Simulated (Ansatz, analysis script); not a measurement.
# Stoner picture of MnGa, part 2 of 2

Wanted: E(M), the field that holds each moment, and the spin susceptibility of MnGa.

Ansatz 0.2.0; LDA, PAW set soft_1 (files made for PBE).

So far. Step 3 (Mesh refined): The run ends ferromagnetic, with a net moment of 1.74 μB a cell, against 1.67 μB on the first mesh. Step 4 (The non-magnetic reference): The free collinear run lies 186 meV below it.

## (6) Total moment fixed at 0.227 μB

Level of this step: Ansatz DFT, collinear, total moment fixed by two Fermi levels; LDA, PAW set soft_1; PAW set soft_1 (Ansatz).

Two Fermi levels, one a spin, hold the total moment exactly, which reaches states that a free run would leave.

File input.yaml:

```yaml
crystal:
  lattice:
    - [2.7474042958, 0.0, 0.0]
    - [-1.3737021479, 2.3793219146, 0.0]
    - [0.0, 0.0, 4.118838]
  atoms:
    - { symbol: Mn, position: [0.0, 0.0, 0.0], spin: 0.227 }
    - { symbol: Ga, position: [0.33333333, 0.66666667, 0.5] }
magnetization:
  spin_polarized: true
  initial_magnetization: 0.227
  spin_locking: { lock_magnetization: hard }
kpoints:
  mp_grid: { grid: [16, 16, 9] }
hamiltonian:
  xc: lda
  pseudopotentials: { kind: paw, azcp: { folder: soft_1 }, xc_functional: pbe }
scf:
  occupations: { method: fermi_dirac, width: 0.05 }
  max_iter: 120
  convergence: { dr2_threshold: 1.0e-08 }
  lower_state_search: "off"
basis:
  ecutwfc: 420.0
```

Run with:

```bash
ansatz run input.yaml --threads 1 --pin off --max-ram 2560MiB --backend cpu --events-out ev --progress --plain --runs-dir out
```

Numbers of over 12 decimals in the logs are rounded to 6 here.

The log of the run:

```text
[...]
Crystal: 2 atoms, lattice volume = 26.925 Å³
Basis set: ecut = 420 eV, 523 PW (Γ)
Bands: 19, of which v1, the nominal top of the filled ones, is band 14 counted from 1 (13 counted from 0)
Symmetry: 12 space group operations
[...]
k-points: 150 of 2304 (time reversal used)
[...]
Starting moments: Σ|m| = 0.227 μB on 1 of 2 sites
[...]
SCF iter   1: F=—  HF=-7548.401998 eV  |F-HF|=—  |Δ(HF+E_count)|=         —  Δρ=2.50e-2 (↑2.50e-2 ↓2.29e-2)  dr2=1.47e0  dr2_m=2.36e-3  M=0.227 μB ∫|m|=0.248 μB  β_m=0.30  ethr=3.10e-3  ⟨swp⟩=5.1  Hψ=23363  notcnv=0
[...]
SCF iter  11: F=-7548.018584 eV  HF=-7548.018584 eV  |F-HF|=9.91e-11  |Δ(HF+E_count)|=   3.63e-8  Δρ=9.69e-7 (↑8.87e-7 ↓9.69e-7)  dr2=2.71e-10  dr2_m=1.47e-10  M=0.227 μB ∫|m|=0.273 μB  ethr=3.57e-11  ⟨swp⟩=2.0  Hψ=16731  notcnv=0
SCF 1 converged in 11 iterations: F = -7548.018584 eV  dr2 = 2.71e-10
[...]
SCF converged after 11 iterations
Stability checked in part: among states of this total moment the steps that led to this state did not find it unstable. No probe was made; neither looks for a lower state of another moment (fixed_total_moment; see scf.lower_state_search)
Magnetization: 0.2270 μB (14.1135 up, 13.8865 down)
Absolute magnetization: 0.2723 μB (∫|ρ↑−ρ↓|, with the PAW one-centre terms)
[...]
Per-site moments (μB) at R_I (Å): [(0.244069, 1.072284), (-0.011663, 1.072284)]
Free energy (F): -7548.018584 eV
[...]
Internal energy: -7547.990151 eV  (E = F + TS)
E sigma→0 (E₀):  -7548.004368 eV
Entropy (-TS):   -0.028434 eV (-14.217 meV/atom)
Fermi energy:    14.539968 (↑ 14.487054, ↓ 14.592881) eV
[...]
```

The job ended after 14 s (1 thread of Arm Neoverse V2, shared host; peak memory 0.44 GiB).

The energy is -6.06 meV from the state without spin, and the largest site carries 0.244 μB.

## (7) Total moment fixed at 0.455 μB

input.yaml, the sections that differ from step 6:

```yaml
crystal:
  lattice:
    - [2.7474042958, 0.0, 0.0]
    - [-1.3737021479, 2.3793219146, 0.0]
    - [0.0, 0.0, 4.118838]
  atoms:
    - { symbol: Mn, position: [0.0, 0.0, 0.0], spin: 0.455 }
    - { symbol: Ga, position: [0.33333333, 0.66666667, 0.5] }
magnetization:
  spin_polarized: true
  initial_magnetization: 0.455
  spin_locking: { lock_magnetization: hard }
# kpoints, hamiltonian, scf, basis: as in step 6
```

The log of the run:

```text
[...]
Crystal: 2 atoms, lattice volume = 26.925 Å³
Basis set: ecut = 420 eV, 523 PW (Γ)
Bands: 19, of which v1, the nominal top of the filled ones, is band 14 counted from 1 (13 counted from 0)
Symmetry: 12 space group operations
[...]
k-points: 150 of 2304 (time reversal used)
[...]
Starting moments: Σ|m| = 0.455 μB on 1 of 2 sites
[...]
Magnetization: 0.4550 μB (14.2275 up, 13.7725 down)
Absolute magnetization: 0.5420 μB (∫|ρ↑−ρ↓|, with the PAW one-centre terms)
[...]
Per-site moments (μB) at R_I (Å): [(0.487015, 1.072284), (-0.022450, 1.072284)]
Free energy (F): -7548.036315 eV
[...]
Internal energy: -7548.008440 eV  (E = F + TS)
E sigma→0 (E₀):  -7548.022378 eV
Entropy (-TS):   -0.027875 eV (-13.938 meV/atom)
Fermi energy:    14.544729 (↑ 14.442800, ↓ 14.646658) eV
[...]
[key lines of the parts left out:]
SCF converged after 11 iterations
```

Elapsed: 14 s, on 1 thread; peak memory 0.44 GiB.

The energy is -23.8 meV from the state without spin, and the largest site carries 0.487 μB.

## (8) Total moment fixed at 1.591 μB

input.yaml, the sections that differ from step 7:

```yaml
crystal:
  lattice:
    - [2.7474042958, 0.0, 0.0]
    - [-1.3737021479, 2.3793219146, 0.0]
    - [0.0, 0.0, 4.118838]
  atoms:
    - { symbol: Mn, position: [0.0, 0.0, 0.0], spin: 1.591 }
    - { symbol: Ga, position: [0.33333333, 0.66666667, 0.5] }
magnetization:
  spin_polarized: true
  initial_magnetization: 1.591
  spin_locking: { lock_magnetization: hard }
# kpoints, hamiltonian, scf, basis: as in step 7
```

The log of the run:

```text
[...]
Crystal: 2 atoms, lattice volume = 26.925 Å³
Basis set: ecut = 420 eV, 523 PW (Γ)
Bands: 19, of which v1, the nominal top of the filled ones, is band 14 counted from 1 (13 counted from 0)
Symmetry: 12 space group operations
[...]
k-points: 150 of 2304 (time reversal used)
[...]
Starting moments: Σ|m| = 1.591 μB on 1 of 2 sites
[...]
Magnetization: 1.5910 μB (14.7955 up, 13.2045 down)
Absolute magnetization: 1.8026 μB (∫|ρ↑−ρ↓|, with the PAW one-centre terms)
[...]
Per-site moments (μB) at R_I (Å): [(1.649838, 1.072284), (-0.058108, 1.072284)]
Free energy (F): -7548.193869 eV
[...]
Internal energy: -7548.183098 eV  (E = F + TS)
E sigma→0 (E₀):  -7548.188483 eV
Entropy (-TS):   -0.010771 eV (-5.385 meV/atom)
Fermi energy:    14.619666 (↑ 14.559364, ↓ 14.679968) eV
[...]
[key lines of the parts left out:]
SCF converged after 10 iterations
```

Wall time 13 s (1 thread); peak memory 0.44 GiB.

The energy is -181 meV from the state without spin, and the largest site carries 1.65 μB.

## (9) Total moment fixed at 2.5 μB

input.yaml, the sections that differ from step 8:

```yaml
crystal:
  lattice:
    - [2.7474042958, 0.0, 0.0]
    - [-1.3737021479, 2.3793219146, 0.0]
    - [0.0, 0.0, 4.118838]
  atoms:
    - { symbol: Mn, position: [0.0, 0.0, 0.0], spin: 2.5 }
    - { symbol: Ga, position: [0.33333333, 0.66666667, 0.5] }
magnetization:
  spin_polarized: true
  initial_magnetization: 2.5
  spin_locking: { lock_magnetization: hard }
# kpoints, hamiltonian, scf, basis: as in step 8
```

The log of the run:

```text
[...]
Crystal: 2 atoms, lattice volume = 26.925 Å³
Basis set: ecut = 420 eV, 523 PW (Γ)
Bands: 20, of which v1, the nominal top of the filled ones, is band 14 counted from 1 (13 counted from 0)
Symmetry: 12 space group operations
[...]
k-points: 150 of 2304 (time reversal used)
[...]
Starting moments: Σ|m| = 2.5 μB on 1 of 2 sites
[...]
Magnetization: 2.5000 μB (15.2500 up, 12.7500 down)
Absolute magnetization: 2.6996 μB (∫|ρ↑−ρ↓|, with the PAW one-centre terms)
[...]
Per-site moments (μB) at R_I (Å): [(2.507396, 1.072284), (-0.059588, 1.072284)]
Free energy (F): -7548.130681 eV
[...]
Internal energy: -7548.114468 eV  (E = F + TS)
E sigma→0 (E₀):  -7548.122574 eV
Entropy (-TS):   -0.016214 eV (-8.107 meV/atom)
Fermi energy:    14.644747 (↑ 14.815288, ↓ 14.474205) eV
[...]
[key lines of the parts left out:]
SCF converged after 11 iterations
```

Run time: 15 s. Hardware: 1 thread; peak memory 0.44 GiB.

The energy is -118 meV from the state without spin, and the largest site carries 2.51 μB.

The other 7 runs of this kind were made alike; their results stand in the table below.

## (10) No field, tight threshold

A field gives a second route to the same curve. A thousand tesla shift each spin by 58 meV, and the threshold is tightened so that small induced moments are resolved.

input.yaml, the sections that differ from step 9:

```yaml
crystal:
  lattice:
    - [2.7474042958, 0.0, 0.0]
    - [-1.3737021479, 2.3793219146, 0.0]
    - [0.0, 0.0, 4.118838]
  atoms:
    - { symbol: Mn, position: [0.0, 0.0, 0.0], spin: 1.8 }
    - { symbol: Ga, position: [0.33333333, 0.66666667, 0.5] }
magnetization:
  spin_polarized: true
scf:
  occupations: { method: fermi_dirac, width: 0.05 }
  max_iter: 120
  convergence: { dr2_threshold: 1.0e-10 }
  lower_state_search: "off"
# kpoints, hamiltonian, basis: as in step 9
```

The log of the run:

```text
[...]
Crystal: 2 atoms, lattice volume = 26.925 Å³
Basis set: ecut = 420 eV, 523 PW (Γ)
Bands: 19, of which v1, the nominal top of the filled ones, is band 14 counted from 1 (13 counted from 0)
Symmetry: 12 space group operations
[...]
k-points: 150 of 2304 (time reversal used)
[...]
Starting moments: Σ|m| = 1.8 μB on 1 of 2 sites
[...]
SCF converged after 16 iterations
Magnetization: 1.7414 μB (14.8707 up, 13.1293 down)
Absolute magnetization: 1.9588 μB (∫|ρ↑−ρ↓|, with the PAW one-centre terms)
[...]
Per-site moments (μB) at R_I (Å): [(1.797268, 1.072284), (-0.060092, 1.072284)]
Free energy (F): -7548.198270 eV
[...]
Internal energy: -7548.186907 eV  (E = F + TS)
E sigma→0 (E₀):  -7548.192589 eV
Entropy (-TS):   -0.011364 eV (-5.682 meV/atom)
Fermi energy:    14.620308 eV
[...]
```

It took 20 s on 1 thread; peak memory 0.44 GiB.

The net moment is 1.74 μB a cell.

## (11) Field of 2000 T

input.yaml: that of step 10 with these lines changed.

```diff
@@ -10,2 +10,3 @@
   spin_polarized: true
+  magnetic_field: 2000.0
 kpoints:
```

The log of the run:

```text
[...]
Crystal: 2 atoms, lattice volume = 26.925 Å³
Basis set: ecut = 420 eV, 523 PW (Γ)
Bands: 19, of which v1, the nominal top of the filled ones, is band 14 counted from 1 (13 counted from 0)
Symmetry: 12 space group operations
[...]
k-points: 150 of 2304 (time reversal used)
[...]
Starting moments: Σ|m| = 1.8 μB on 1 of 2 sites
[...]
SCF converged after 20 iterations
Magnetization: 2.2526 μB (15.1263 up, 12.8737 down)
Absolute magnetization: 2.4705 μB (∫|ρ↑−ρ↓|, with the PAW one-centre terms)
[...]
Per-site moments (μB) at R_I (Å): [(2.285727, 1.072284), (-0.062947, 1.072284)]
Free energy (F): -7548.427260 eV
[...]
Internal energy: -7548.411991 eV  (E = F + TS)
E sigma→0 (E₀):  -7548.419625 eV
Entropy (-TS):   -0.015269 eV (-7.634 meV/atom)
Fermi energy:    14.635752 eV
[...]
```

Run time: 25 s. Hardware: 1 thread; peak memory 0.44 GiB.

The net moment is 2.25 μB a cell.

2 more runs differ from these in the same keys alone and are tabled below.

## (12) The curves

Energy less the state without spin against total moment:

| total moment (μB/cell) | energy less the state without spin (meV/cell) |
| --- | --- |
| 0.00 | 0 |
| 0.23 | -6.06 |
| 0.46 | -23.8 |
| 0.68 | -52.0 |
| 0.91 | -88.7 |
| 1.14 | -128 |
| 1.36 | -160 |
| 1.59 | -181 |
| 1.82 | -185 |
| 2.04 | -173 |
| 2.27 | -152 |
| 2.50 | -118 |

The field that holds a moment is half the difference of the two Fermi levels over μB.

Field that holds the moment against total moment:

| total moment (μB/cell) | field that holds the moment (T) |
| --- | --- |
| 0.227 | -914 |
| 0.455 | -1761 |
| 0.682 | -2511 |
| 0.909 | -3003 |
| 1.136 | -2819 |
| 1.364 | -2051 |
| 1.591 | -1042 |
| 1.818 | 431 |
| 2.045 | 1261 |
| 2.273 | 2094 |
| 2.500 | 2946 |

Site moments:

| total (μB) | Mn no. 1 (μB) | Ga no. 2 (μB) |
| --- | --- | --- |
| 0.227 | 0.2441 | -0.0117 |
| 0.455 | 0.487 | -0.0224 |
| 0.682 | 0.7265 | -0.0322 |
| 0.909 | 0.9634 | -0.0412 |
| 1.136 | 1.196 | -0.0484 |
| 1.364 | 1.424 | -0.0534 |
| 1.591 | 1.65 | -0.0581 |
| 1.818 | 1.872 | -0.0608 |
| 2.045 | 2.09 | -0.0627 |
| 2.273 | 2.304 | -0.0628 |
| 2.5 | 2.507 | -0.0596 |

Table of total moment by field:

| field (T) | total moment (μB/cell) |
| --- | --- |
| 0 | 1.74 |
| 500 | 1.83 |
| 1000 | 1.96 |
| 2000 | 2.25 |

A Landau fit E = a2 M² + a4 M⁴ + a6 M⁶ (meV, μB) and the Stoner form E ≈ M² (1/2N − I/4), with the slope taken at the first fixed moment:

Numbers from this step:

| Quantity | Value |
| --- | --- |
| density of states at the Fermi level, no spin | 3.514 states/eV/cell, both spins, broadened by the smearing |
| Landau coefficients a2, a4, a6 | -132.6, 28.72, -1.684 meV/μB², meV/μB^4, meV/μB^6 |
| r.m.s. miss of the Landau fit | 1.857 meV |
| Stoner parameter I | 1.035 eV, of the cell |
| I·N/2 | 1.819 I N / 2 from the slope at the first moment; over 1: unstable to a moment |

## (13) Outcome

| Item | Value |
| --- | --- |
| state of the free run | ferromagnetic |
| net moment of the free run | 1.74 μB |
| energy of the free run from the state without spin | -186 meV a cell |
| lowest of the fixed moments tried | M = 1.818 μB, -185 meV |
| dM/dB between 0 and 500 T | 0.181 μB a cell per 1000 T |

In words: At this level the system is magnetic: the free run keeps 1.80 μB on the largest site. No other order was typed. Among the fixed moments, E(M) falls 185 meV below the state without spin and is lowest near 1.818 μB on this grid. I·N/2 = 1.8 is over 1, so the state without spin is unstable to a uniform moment. The field acts on spins alone. The 15 fixed-moment and field runs took 4 min of wall time, added up. Energies are free energies at a smearing of 0.05 eV, and with partly filled levels differences shift, at times strongly, as the smearing goes to zero. In doubt: the program's search for lower states was switched off, so a lower magnetic state than those reached may exist.

[Logs and program files are shortened in this print: banners, set-up blocks, solver, clock and traceback lines can be left out without a mark of their own.]

[Logs are printed without paths, hosts, clocks, repeated set-up lines and the standing remarks that a program may print on its own settings, such as how far it seeks lower states.]

[Hosts, paths, dates, database ids (printed as entryN), source tags and the programs' standing remarks are cut or masked in the printed files.]
